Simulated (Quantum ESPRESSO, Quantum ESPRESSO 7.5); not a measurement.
**1T-SnSe2, 1 layer: a series in biaxial strain**

Wanted: a table for 1T-SnSe2, 1 layer against biaxial strain, and what can be fitted to it.

Main program and level: Quantum ESPRESSO 7.5; plane-wave DFT, PBE, GBRV ultrasoft pseudopotentials.

This is a report of a sequence of runs, with most program output left out.

## 1. The starting structure

The cell holds 3 atoms: 2 Se and 1 Sn. Cell: a = 3.870 Å, b = 3.870 Å, c = 17.110 Å, α = 90.0°, β = 90.0°, γ = 120.0°. It derives from SnSe2. Vacuum lies along c.

Set-up: Cell and atoms are first relaxed; each strained cell is then held and the atoms relax in it. A periodic run with 15 Å of vacuum in the starting cell gives the vacuum levels, and bands follow along a path. The bands are repeated with spin-orbit coupling and fully relativistic files.

Members -2, -1, 0, 1 and 2 took the same steps and show in the table alone.

## 2. Relaxing cell and ions of the reference

What the set-up leaves free in this member is relaxed.

ref.relax.in

```
&control
  prefix = 'ref.relax'
  outdir = './out'
  pseudo_dir = './pseudo'
  nstep = 80
  forc_conv_thr = 0.0004
  calculation = 'vc-relax'
  etot_conv_thr = 1e-06
/
&system
  ibrav = 0
  nat = 3
  ntyp = 2
  ecutwfc = 50
  ecutrho = 250
  occupations = 'smearing'
  smearing = 'fd'
  degauss = 0.004
/
&electrons
  conv_thr = 1e-09
  mixing_beta = 0.4
  electron_maxstep = 120
  mixing_mode = 'plain'
/
&ions
/
&cell
  cell_dofree = '2Dxy'
  press_conv_thr = 0.3
/
ATOMIC_SPECIES
  Se  78.9710  se_pbe_v1.uspp.F.UPF
  Sn  118.7100  sn_pbe_v1.4.uspp.F.UPF
CELL_PARAMETERS angstrom
  3.87000000000000 0.00000000000000 0.00000000000000
  -1.93500000000000 3.35151831264578 0.00000000000000
  0.00000000000000 0.00000000000000 17.11048904285239
ATOMIC_POSITIONS crystal
  Se  0.666666666700 0.333333333300 0.438327623554
  Sn  0.000000000000 0.000000000000 0.500000000000
  Se  0.333333333300 0.666666666700 0.561672376446
K_POINTS automatic
  12 12 1 0 0 0
```

Launch:

```
$ OMP_NUM_THREADS=1 mpirun -n 4 pw.x -nk 4 -in ref.relax.in > ref.relax.out
```

Wall time 3.8 min (4 MPI ranks of Arm Neoverse V2, shared host); peak memory 0.73 GiB; 15 min of CPU time.

Step by step:

| step | energy less that of the first step (eV) | largest force (eV/Å) | volume (Å³) |
| --- | --- | --- | --- |
| 1 | 0.0000 | 5.2771 | 221.93 |
| 2 | -1.3713 | 3.5729 | 230.23 |
| 3 | -2.2067 | 2.1618 | 237.32 |
| 4 | -2.6543 | 0.6894 | 244.05 |
| 5 | -2.7011 | 0.2755 | 244.63 |
| 6 | -2.7275 | 0.0566 | 243.23 |
| 7 | -2.7654 | 0.1457 | 239.53 |
| 8 | -2.8138 | 0.3041 | 233.22 |
| 9 | -2.8628 | 0.3496 | 223.92 |
| 10 | -2.8820 | 0.1600 | 218.34 |
| 11 | -2.8848 | 0.0199 | 218.56 |
| 12 | -2.8849 | 0.0002 | 218.92 |
| 13 | -2.8849 | 0.0002 | 218.92 |
| 14 | -2.8796 | 0.0001 | 218.92 |

| cell as run | before | after | change |
| --- | --- | --- | --- |
| a (Å) | 3.870 | 3.844 | -0.7 % |
| b (Å) | 3.870 | 3.844 | -0.7 % |

The atoms that moved most (Å, along periodic axes as changes of fractional coordinates times the final cell, across vacuum about the mean position):

| atom | dx | dy | dz | length |
| --- | --- | --- | --- | --- |
| Se3 | 0.000 | 0.000 | 0.548 | 0.548 |
| Se1 | 0.000 | 0.000 | -0.548 | 0.548 |

Final coordinates:

```xyz
3
Lattice="3.8437 0.0000 0.0000 -1.9218 3.3287 0.0000 0.0000 0.0000 17.1105" Properties=species:S:1:pos:R:3
Se    1.9218    1.1096    6.9516
Sn    0.0000    0.0000    8.5552
Se    0.0000    2.2192   10.1589
```

 The last row is no step: it is a fresh SCF in the final cell with a new plane-wave basis, +5 meV from the row before.

This step gave:

```
free energy  : -3354.1213 eV
Fermi energy : -1.157 eV
```

## 3. Relaxing the ions, -4 %

m0.relax.in

```
&control
  prefix = 'm0.relax'
  outdir = './out'
  pseudo_dir = './pseudo'
  nstep = 40
  forc_conv_thr = 0.0003
  calculation = 'relax'
  tstress = .true.
/
&system
  ibrav = 0
  nat = 3
  ntyp = 2
  ecutwfc = 50
  ecutrho = 250
  occupations = 'smearing'
  smearing = 'fd'
  degauss = 0.002
/
&electrons
  conv_thr = 1e-09
  mixing_beta = 0.4
  electron_maxstep = 120
  mixing_mode = 'plain'
/
&ions
/
ATOMIC_SPECIES
  Se  78.9710  se_pbe_v1.uspp.F.UPF
  Sn  118.7100  sn_pbe_v1.4.uspp.F.UPF
CELL_PARAMETERS angstrom
  3.68993700288000 0.00000000000000 0.00000000000000
  -1.84496850144000 3.19557918240000 0.00000000000000
  0.00000000000000 0.00000000000000 17.11048904300000
ATOMIC_POSITIONS crystal
  Se  0.666666666700 0.333333333300 0.406276276500
  Sn  0.000000000000 0.000000000000 0.500000000000
  Se  0.333333333300 0.666666666700 0.593723723500
K_POINTS automatic
  12 12 1 0 0 0
```

Launch:

```
$ OMP_NUM_THREADS=1 mpirun -n 4 pw.x -nk 4 -in m0.relax.in > m0.relax.out
```

Run time: 69 s. Hardware: 4 MPI ranks; peak memory 0.66 GiB; 4.6 min of CPU time.

Step by step:

| step | energy less that of the first step (eV) | largest force (eV/Å) |
| --- | --- | --- |
| 1 | 0.0000 | 0.5385 |
| 2 | -0.0105 | 0.4117 |
| 3 | -0.0189 | 0.2750 |
| 4 | -0.0253 | 0.0753 |
| 5 | -0.0258 | 0.0017 |

The atoms that moved most (Å):

| atom | dx | dy | dz | length |
| --- | --- | --- | --- | --- |
| Se1 | 0.000 | 0.000 | -0.048 | 0.048 |
| Se3 | 0.000 | 0.000 | 0.048 | 0.048 |

The relaxed structure:

```cif
data_structure
_symmetry_space_group_name_H-M 'P 1'
_symmetry_Int_Tables_number 1
_cell_length_a 3.6899
_cell_length_b 3.6899
_cell_length_c 17.1105
_cell_angle_alpha 90.000
_cell_angle_beta 90.000
_cell_angle_gamma 120.000
_cell_volume 201.76
loop_
_atom_site_label
_atom_site_type_symbol
_atom_site_fract_x
_atom_site_fract_y
_atom_site_fract_z
_atom_site_occupancy
Se1 Se 0.66667 0.33333 0.40344 1
Sn2 Sn 0.00000 0.00000 0.50000 1
Se3 Se 0.33333 0.66667 0.59656 1
```

The relaxation lowers the energy by 9 meV an atom.

This step gave:

- free energy: -3353.9801 eV
- Fermi energy: -0.527 eV

## 4. Self-consistent run, -4 %

The self-consistent run of this member.

m0.scf.in

```
&control
  prefix = 'm0.scf'
  outdir = './out'
  pseudo_dir = './pseudo'
  calculation = 'scf'
  tprnfor = .true.
/
&system
  ibrav = 0
  nat = 3
  ntyp = 2
  ecutwfc = 40
  ecutrho = 200
  occupations = 'smearing'
  smearing = 'fd'
  degauss = 0.002
  nbnd = 17
/
&electrons
  conv_thr = 1e-09
  mixing_beta = 0.4
  electron_maxstep = 120
  mixing_mode = 'plain'
/
ATOMIC_SPECIES
  Se  78.9710  se_pbe_v1.uspp.F.UPF
  Sn  118.7100  sn_pbe_v1.4.uspp.F.UPF
CELL_PARAMETERS angstrom
  3.68993700288000 0.00000000000000 0.00000000000000
  -1.84496850144000 3.19557918240000 0.00000000000000
  0.00000000000000 0.00000000000000 17.11048904300000
ATOMIC_POSITIONS crystal
  Se  0.666666666700 0.333333333300 0.403444180800
  Sn  0.000000000000 0.000000000000 0.500000000000
  Se  0.333333333300 0.666666666700 0.596555819200
K_POINTS automatic
  12 12 1 0 0 0
```

Launch:

```
$ OMP_NUM_THREADS=1 mpirun -n 4 pw.x -nk 4 -in m0.scf.in > m0.scf.out
```

Run time: 15 s. Hardware: 4 MPI ranks; peak memory 0.51 GiB.

Numbers from this step:

```
free energy                          : -3353.8922 eV
Fermi energy                         : -0.5268 eV
valence top, on the run's zero       : -0.8104 eV
conduction bottom, on the run's zero : -0.2672 eV
gap by band count                    : 0.5433 eV
```

## 5. Electrostatic potential, -4 %

plot_num = 11 writes the bare and Hartree potential, from which vacuum levels or, in a crystal, the mean potential are read.

m0.pot.in

```
&inputpp
  prefix = 'm0.scf'
  outdir = './out'
  filplot = 'm0.pot.dat'
  plot_num = 11
/
```

Launch:

```
$ OMP_NUM_THREADS=1 mpirun -n 4 pp.x -in m0.pot.in > m0.pot.out
```

Elapsed: 0.87 s, on 4 MPI ranks; peak memory 0.09 GiB; 3.2 s of CPU time.

Numbers from this step:

| Quantity | Value |
| --- | --- |
| slope of the potential above | 7.25e-5 eV/Å |
| upper vacuum line continued to the top atoms, over the valence top | 5.544 eV |
| slope of the potential below | -3.41e-5 eV/Å |
| lower vacuum line continued to the bottom atoms, over the valence top | 5.544 eV |
| vacuum level at the upper face over the valence top of the mesh | 5.544 eV |
| vacuum level at the lower face over the valence top of the mesh | 5.544 eV |

Electrostatic potential energy of an electron; zero at the highest filled level of the SCF mesh. The potential energy, planar mean by z:

| z (Å) | potential energy, planar mean (eV) |
| --- | --- |
| 0.0 | 5.54 |
| 0.5 | 5.54 |
| 1.0 | 5.54 |
| 1.5 | 5.54 |
| 2.0 | 5.54 |
| 2.5 | 5.54 |
| 3.0 | 5.54 |
| 3.5 | 5.54 |
| 4.0 | 5.54 |
| 4.5 | 5.51 |
| 5.0 | 5.39 |
| 5.5 | 4.88 |
| 6.0 | 2.57 |
| 6.5 | -6.11 |
| 7.0 | -11.6 |
| 7.5 | -4.98 |
| 8.0 | -7.22 |
| 8.5 | -12.5 |
| 9.0 | -8.77 |
| 9.5 | -4.16 |
| 10.0 | -10.7 |
| 10.5 | -8.47 |
| 11.0 | 1.42 |
| 11.5 | 4.61 |
| 12.0 | 5.34 |
| 12.5 | 5.50 |
| 13.0 | 5.53 |
| 13.5 | 5.54 |
| 14.0 | 5.54 |
| 14.5 | 5.54 |
| 15.0 | 5.54 |
| 15.5 | 5.54 |
| 16.0 | 5.54 |
| 16.5 | 5.54 |

## 6. Band structure, -4 %

Bands along a path place the edges.

m0.bands.in is the input of step 4 with these lines changed:

```diff
@@ -1,7 +1,6 @@
 &control
-  prefix = 'm0.scf'
+  prefix = 'm0.bands'
   outdir = './out'
   pseudo_dir = './pseudo'
-  calculation = 'scf'
-  tprnfor = .true.
+  calculation = 'bands'
 /
@@ -16,6 +15,6 @@
   degauss = 0.002
-  nbnd = 17
+  nbnd = 19
 /
 &electrons
-  conv_thr = 1e-09
+  conv_thr = 1e-07
   mixing_beta = 0.4
@@ -35,3 +34,7 @@
   Se  0.333333333300 0.666666666700 0.596555819200
-K_POINTS automatic
-  12 12 1 0 0 0
+K_POINTS crystal_b
+4
+  0.0000000000 0.0000000000 0.0000000000 12
+  0.5000000000 0.0000000000 0.0000000000 12
+  0.3333333333 0.3333333333 0.0000000000 12
+  0.0000000000 0.0000000000 0.0000000000 1
```

Launch:

```
$ cp -r out/m0.scf.save out/m0.bands.save
$ cp out/m0.scf.xml out/m0.bands.xml
$ OMP_NUM_THREADS=1 mpirun -n 4 pw.x -nk 4 -in m0.bands.in > m0.bands.out
```

The job ended after 25 s (4 MPI ranks; peak memory 0.31 GiB; 99 s of CPU time).

Band numbers count within the set of bands kept for display. The electronic bands at the labelled points (eV, zero at the highest filled level of the SCF mesh; v1 is the highest filled band, c1 the lowest empty one):

| point | v4 | v3 | v2 | v1 | c1 | c2 | c3 | c4 |
| --- | --- | --- | --- | --- | --- | --- | --- | --- |
| Γ | -0.42 | -0.42 | -0.04 | -0.04 | 1.72 | 3.35 | 4.77 | 4.77 |
| halfway | -2.32 | -1.58 | -1.41 | -0.20 | 1.79 | 3.95 | 5.29 | 5.54 |
| M | -2.90 | -2.29 | -1.26 | -0.52 | 0.54 | 3.89 | 4.71 | 5.14 |
| halfway | -3.35 | -3.06 | -1.28 | -1.21 | 1.28 | 4.57 | 4.83 | 5.53 |
| K | -4.10 | -3.79 | -1.36 | -1.36 | 1.42 | 4.66 | 4.66 | 6.37 |
| halfway | -3.17 | -1.86 | -1.24 | -0.85 | 2.16 | 4.54 | 4.72 | 5.64 |
| Γ | -0.42 | -0.42 | -0.04 | -0.04 | 1.72 | 3.35 | 4.77 | 4.77 |

Along this path the valence top lies near Γ and the conduction bottom at M.

## 7. SCF with pw.x, -4 %

Level of this step: plane-wave DFT, PBE, PseudoDojo fully relativistic norm-conserving pseudopotentials (Quantum ESPRESSO 7.5).

m0.soc.in is the input of step 4 with these lines changed:

```diff
@@ -1,3 +1,3 @@
 &control
-  prefix = 'm0.scf'
+  prefix = 'm0.soc'
   outdir = './out'
@@ -11,4 +11,4 @@
   ntyp = 2
-  ecutwfc = 40
-  ecutrho = 200
+  ecutwfc = 78
+  ecutrho = 312
   occupations = 'smearing'
@@ -16,6 +16,8 @@
   degauss = 0.002
-  nbnd = 17
+  noncolin = .true.
+  lspinorb = .true.
+  nbnd = 52
 /
 &electrons
-  conv_thr = 1e-09
+  conv_thr = 1e-07
   mixing_beta = 0.4
@@ -25,4 +27,4 @@
 ATOMIC_SPECIES
-  Se  78.9710  se_pbe_v1.uspp.F.UPF
-  Sn  118.7100  sn_pbe_v1.4.uspp.F.UPF
+  Se  78.9710  Se.dojo-fr-pbe-0.4-standard.upf
+  Sn  118.7100  Sn.dojo-fr-pbe-0.4-standard.upf
 CELL_PARAMETERS angstrom
@@ -36,2 +38,2 @@
 K_POINTS automatic
-  12 12 1 0 0 0
+  6 6 1 0 0 0
```

Launch:

```
$ OMP_NUM_THREADS=1 mpirun -n 4 pw.x -nk 2 -in m0.soc.in > m0.soc.out
```

The job ended after 50 s (4 MPI ranks; peak memory 0.98 GiB; 3.3 min of CPU time).

This step gave:

* free energy: -8741.0533 eV
* Fermi energy: 0.2438 eV
* valence top, on the run's zero: 0.03249 eV
* conduction bottom, on the run's zero: 0.4843 eV
* gap by band count: 0.4518 eV

## 8. Band structure, -4 %

m0.soc.bands.in

```
&control
  prefix = 'm0.soc.bands'
  outdir = './out'
  pseudo_dir = './pseudo'
  calculation = 'bands'
/
&system
  ibrav = 0
  nat = 3
  ntyp = 2
  ecutwfc = 78
  ecutrho = 312
  occupations = 'smearing'
  smearing = 'fd'
  degauss = 0.002
  noncolin = .true.
  lspinorb = .true.
  nbnd = 52
/
&electrons
  conv_thr = 1e-07
  mixing_beta = 0.4
  electron_maxstep = 120
  mixing_mode = 'plain'
/
ATOMIC_SPECIES
  Se  78.9710  Se.dojo-fr-pbe-0.4-standard.upf
  Sn  118.7100  Sn.dojo-fr-pbe-0.4-standard.upf
CELL_PARAMETERS angstrom
  3.68993700288000 0.00000000000000 0.00000000000000
  -1.84496850144000 3.19557918240000 0.00000000000000
  0.00000000000000 0.00000000000000 17.11048904300000
ATOMIC_POSITIONS crystal
  Se  0.666666666700 0.333333333300 0.403444180800
  Sn  0.000000000000 0.000000000000 0.500000000000
  Se  0.333333333300 0.666666666700 0.596555819200
K_POINTS crystal_b
4
  0.0000000000 0.0000000000 0.0000000000 10
  0.5000000000 0.0000000000 0.0000000000 10
  0.3333333333 0.3333333333 0.0000000000 10
  0.0000000000 0.0000000000 0.0000000000 1
```

Launch:

```
$ cp -r out/m0.soc.save out/m0.soc.bands.save
$ cp out/m0.soc.xml out/m0.soc.bands.xml
$ OMP_NUM_THREADS=1 mpirun -n 4 pw.x -nk 4 -in m0.soc.bands.in > m0.soc.bands.out
```

Wall time 2.2 min (4 MPI ranks); peak memory 1.1 GiB.

Numbers from this step:

* valence top, on the run's zero: 0.03317 eV
* conduction bottom, on the run's zero: 0.4848 eV
* gap by band count: 0.4516 eV

Band numbers count within the set of bands kept for display. Electronic bands along the path, in eV, zero at the highest filled level of the SCF mesh; v1 is the highest filled band, c1 the lowest empty one:

| point | v4 | v3 | v2 | v1 | c1 | c2 | c3 | c4 |
| --- | --- | --- | --- | --- | --- | --- | --- | --- |
| Γ | -0.29 | -0.29 | 0.00 | 0.00 | 1.62 | 1.62 | 3.20 | 3.20 |
| halfway | -1.49 | -1.49 | -0.30 | -0.30 | 1.69 | 1.69 | 3.83 | 3.83 |
| M | -1.39 | -1.39 | -0.61 | -0.61 | 0.45 | 0.45 | 3.77 | 3.77 |
| halfway | -1.44 | -1.44 | -1.25 | -1.25 | 1.18 | 1.18 | 4.43 | 4.43 |
| K | -1.49 | -1.49 | -1.43 | -1.43 | 1.32 | 1.32 | 4.47 | 4.47 |
| halfway | -1.35 | -1.35 | -0.92 | -0.92 | 2.05 | 2.05 | 4.37 | 4.37 |
| Γ | -0.29 | -0.29 | 0.00 | 0.00 | 1.62 | 1.62 | 3.20 | 3.20 |

Along this path the valence top lies at Γ and the conduction bottom at M.

## 9. Relaxation with pw.x, -3 %

Level of this step: plane-wave DFT, PBE, GBRV ultrasoft pseudopotentials (Quantum ESPRESSO 7.5).

m1.relax.in

```
&control
  prefix = 'm1.relax'
  outdir = './out'
  pseudo_dir = './pseudo'
  nstep = 40
  forc_conv_thr = 0.0003
  calculation = 'relax'
  tstress = .true.
/
&system
  ibrav = 0
  nat = 3
  ntyp = 2
  ecutwfc = 50
  ecutrho = 250
  occupations = 'smearing'
  smearing = 'fd'
  degauss = 0.002
/
&electrons
  conv_thr = 1e-09
  mixing_beta = 0.4
  electron_maxstep = 120
  mixing_mode = 'plain'
/
&ions
/
ATOMIC_SPECIES
  Se  78.9710  se_pbe_v1.uspp.F.UPF
  Sn  118.7100  sn_pbe_v1.4.uspp.F.UPF
CELL_PARAMETERS angstrom
  3.72837384666000 0.00000000000000 0.00000000000000
  -1.86418692333000 3.22886646555000 0.00000000000000
  0.00000000000000 0.00000000000000 17.11048904300000
ATOMIC_POSITIONS crystal
  Se  0.666666666700 0.333333333300 0.406276276500
  Sn  0.000000000000 0.000000000000 0.500000000000
  Se  0.333333333300 0.666666666700 0.593723723500
K_POINTS automatic
  12 12 1 0 0 0
```

Launch:

```
$ OMP_NUM_THREADS=1 mpirun -n 4 pw.x -nk 4 -in m1.relax.in > m1.relax.out
```

The job ended after 69 s (4 MPI ranks; peak memory 0.67 GiB; 4.6 min of CPU time).

Relaxation path:

| step | energy less that of the first step (eV) | largest force (eV/Å) |
| --- | --- | --- |
| 1 | 0.0000 | 0.3872 |
| 2 | -0.0055 | 0.3006 |
| 3 | -0.0099 | 0.2066 |
| 4 | -0.0135 | 0.0682 |
| 5 | -0.0140 | 0.0011 |

The atoms that moved most (Å):

| atom | dx | dy | dz | length |
| --- | --- | --- | --- | --- |
| Se1 | 0.000 | 0.000 | -0.036 | 0.036 |
| Se3 | 0.000 | 0.000 | 0.036 | 0.036 |

Final coordinates:

```
CELL_PARAMETERS angstrom
3.72837 0.00000 0.00000
-1.86419 3.22887 0.00000
0.00000 0.00000 17.11049
ATOMIC_POSITIONS crystal
Se 0.66667 0.33333 0.40415
Sn 0.00000 0.00000 0.50000
Se 0.33333 0.66667 0.59585
```

The relaxation lowers the energy by 5 meV an atom.

Numbers from this step:

| Property | Result |
| --- | --- |
| free energy | -3354.0377 eV |
| Fermi energy | -0.7002 eV |

## 10. Ground state, -3 %

m1.scf.in

```
&control
  prefix = 'm1.scf'
  outdir = './out'
  pseudo_dir = './pseudo'
  calculation = 'scf'
  tprnfor = .true.
/
&system
  ibrav = 0
  nat = 3
  ntyp = 2
  ecutwfc = 40
  ecutrho = 200
  occupations = 'smearing'
  smearing = 'fd'
  degauss = 0.002
  nbnd = 17
/
&electrons
  conv_thr = 1e-09
  mixing_beta = 0.4
  electron_maxstep = 120
  mixing_mode = 'plain'
/
ATOMIC_SPECIES
  Se  78.9710  se_pbe_v1.uspp.F.UPF
  Sn  118.7100  sn_pbe_v1.4.uspp.F.UPF
CELL_PARAMETERS angstrom
  3.72837384666000 0.00000000000000 0.00000000000000
  -1.86418692333000 3.22886646555000 0.00000000000000
  0.00000000000000 0.00000000000000 17.11048904300000
ATOMIC_POSITIONS crystal
  Se  0.666666666700 0.333333333300 0.404151032000
  Sn  0.000000000000 0.000000000000 0.500000000000
  Se  0.333333333300 0.666666666700 0.595848968000
K_POINTS automatic
  12 12 1 0 0 0
```

Launch:

```
$ OMP_NUM_THREADS=1 mpirun -n 4 pw.x -nk 4 -in m1.scf.in > m1.scf.out
```

Wall time 15 s (4 MPI ranks); peak memory 0.45 GiB.

This step gave:

* free energy: -3353.9499 eV
* Fermi energy: -0.6999 eV
* valence top, on the run's zero: -1.016 eV
* conduction bottom, on the run's zero: -0.4096 eV
* gap by band count: 0.6064 eV

## 11. SCF with pw.x, -3 %

Level of this step: plane-wave DFT, PBE, PseudoDojo fully relativistic norm-conserving pseudopotentials (Quantum ESPRESSO 7.5).

m1.soc.in is the input of step 10 with these lines changed:

```diff
@@ -1,3 +1,3 @@
 &control
-  prefix = 'm1.scf'
+  prefix = 'm1.soc'
   outdir = './out'
@@ -11,4 +11,4 @@
   ntyp = 2
-  ecutwfc = 40
-  ecutrho = 200
+  ecutwfc = 78
+  ecutrho = 312
   occupations = 'smearing'
@@ -16,6 +16,8 @@
   degauss = 0.002
-  nbnd = 17
+  noncolin = .true.
+  lspinorb = .true.
+  nbnd = 52
 /
 &electrons
-  conv_thr = 1e-09
+  conv_thr = 1e-07
   mixing_beta = 0.4
@@ -25,4 +27,4 @@
 ATOMIC_SPECIES
-  Se  78.9710  se_pbe_v1.uspp.F.UPF
-  Sn  118.7100  sn_pbe_v1.4.uspp.F.UPF
+  Se  78.9710  Se.dojo-fr-pbe-0.4-standard.upf
+  Sn  118.7100  Sn.dojo-fr-pbe-0.4-standard.upf
 CELL_PARAMETERS angstrom
@@ -36,2 +38,2 @@
 K_POINTS automatic
-  12 12 1 0 0 0
+  6 6 1 0 0 0
```

Launch:

```
$ OMP_NUM_THREADS=1 mpirun -n 4 pw.x -nk 2 -in m1.soc.in > m1.soc.out
```

Run time: 51 s. Hardware: 4 MPI ranks; peak memory 0.99 GiB.

Read from the output:

| Property | Result |
| --- | --- |
| free energy | -8741.1146 eV |
| Fermi energy | 0.0507 eV |
| valence top, on the run's zero | -0.1974 eV |
| conduction bottom, on the run's zero | 0.3272 eV |
| gap by band count | 0.5246 eV |

## 12. Relaxation with pw.x, 3 %

Level of this step: plane-wave DFT, PBE, GBRV ultrasoft pseudopotentials (Quantum ESPRESSO 7.5).

m7.relax.in

```
&control
  prefix = 'm7.relax'
  outdir = './out'
  pseudo_dir = './pseudo'
  nstep = 40
  forc_conv_thr = 0.0003
  calculation = 'relax'
  tstress = .true.
/
&system
  ibrav = 0
  nat = 3
  ntyp = 2
  ecutwfc = 50
  ecutrho = 250
  occupations = 'smearing'
  smearing = 'fd'
  degauss = 0.002
/
&electrons
  conv_thr = 1e-09
  mixing_beta = 0.4
  electron_maxstep = 120
  mixing_mode = 'plain'
/
&ions
/
ATOMIC_SPECIES
  Se  78.9710  se_pbe_v1.uspp.F.UPF
  Sn  118.7100  sn_pbe_v1.4.uspp.F.UPF
CELL_PARAMETERS angstrom
  3.95899490934000 0.00000000000000 0.00000000000000
  -1.97949745467000 3.42859016445000 0.00000000000000
  0.00000000000000 0.00000000000000 17.11048904300000
ATOMIC_POSITIONS crystal
  Se  0.666666666700 0.333333333300 0.406276276500
  Sn  0.000000000000 0.000000000000 0.500000000000
  Se  0.333333333300 0.666666666700 0.593723723500
K_POINTS automatic
  12 12 1 0 0 0
```

Launch:

```
$ OMP_NUM_THREADS=1 mpirun -n 4 pw.x -nk 4 -in m7.relax.in > m7.relax.out
```

It took 96 s on 4 MPI ranks; peak memory 0.73 GiB.

The steps of the relaxation:

| step | energy less that of the first step (eV) | largest force (eV/Å) |
| --- | --- | --- |
| 1 | 0.0000 | 0.3011 |
| 2 | -0.0034 | 0.2521 |
| 3 | -0.0065 | 0.1977 |
| 4 | -0.0097 | 0.1152 |
| 5 | -0.0113 | 0.0016 |
| 6 | -0.0113 | 0.0000 |

The atoms that moved most (Å):

| atom | dx | dy | dz | length |
| --- | --- | --- | --- | --- |
| Se1 | 0.000 | 0.000 | 0.037 | 0.037 |
| Se3 | 0.000 | 0.000 | -0.037 | 0.037 |

The relaxed structure:

```xyz
3
Lattice="3.9590 0.0000 0.0000 -1.9795 3.4286 0.0000 0.0000 0.0000 17.1105" Properties=species:S:1:pos:R:3
Se    1.9795    1.1429    6.9889
Sn    0.0000    0.0000    8.5552
Se    0.0000    2.2857   10.1216
```

The relaxation lowers the energy by 4 meV an atom.

Read from the output:

| Item | Value |
| --- | --- |
| free energy | -3354.0931 eV |
| Fermi energy | -1.585 eV |

(Continued in part 2 of 2.)

[Logs are printed without paths, hosts, clocks, repeated set-up lines and the standing remarks that a program may print on its own settings, such as how far it seeks lower states.]

[Hosts, paths, dates, database ids (printed as entryN), source tags and the programs' standing remarks are cut or masked in the printed files.]

[Maps of the electrostatic potential energy from Ansatz leave out the sawtooth potential of an applied field or a dipole correction, so their vacuum need not be flat; planar profiles and work functions include it.]
